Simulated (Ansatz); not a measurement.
Consider WS2 (1H sheet).

The cell holds 3 atoms: 1 W and 2 S. Cell: a = 3.125 Å, b = 3.125 Å, c = 30.263 Å, α = 90.0°, β = 90.0°, γ = 120.0°. Vacuum lies along c.

```
W S
1.0
    -2.70655    1.56263    0.00000
     0.00000   -3.12525    0.00000
     0.00000    0.00000   30.26341
W S
1 2
Direct
  0.00000 0.00000 0.31240
  0.33333 0.66667 0.36396
  0.33333 0.66667 0.26084
```

The structure was relaxed with LDA. The structure was generated from a model, not taken from a measurement. The runs that relaxed it are not among those shown. The program's search for lower electronic states was switched off, so nothing shows that the state found is the lowest. Spin-orbit coupling is left out unless a run names it. PAW set soft_2, made with PBE.

A constrained-RPA run (Ansatz 0.2.0; non-magnetic LDA; W d + anion p, bands v7 to c4, 6×6×1 mesh, medium accuracy) builds 11 functions on bands 13 eV wide, with 14.0 electrons in the window. The bare on-site interaction is 12.1 eV and the bare J 0.47 eV.

Estimate U, U′ and J.

On the W d shell, U = 6.01 eV (50 % of the bare value), U′ = 5.35 eV, J = 0.35 eV.

The parent state is non-magnetic and the interaction static (zero frequency); U depends on the window and the orbitals, so it belongs to this model alone. Spin-orbit coupling, which is strong for atoms this heavy, is left out. A window that holds the anion p bands defines a model with explicit ligands; its U belongs to that model and is not the U of DFT+U.

[Paths, hosts, dates, memory and timing lines, banners, echoed tables and standing remarks are left out of the program output.]

[Logs are printed without paths, hosts, clocks, repeated set-up lines and the standing remarks that a program may print on its own settings, such as how far it seeks lower states.]

[Runs of the session that timed out or met a known fault of the program may be left out.]

[Hosts, paths, dates, database ids (printed as entryN), source tags and the programs' standing remarks are cut or masked in the printed files.]
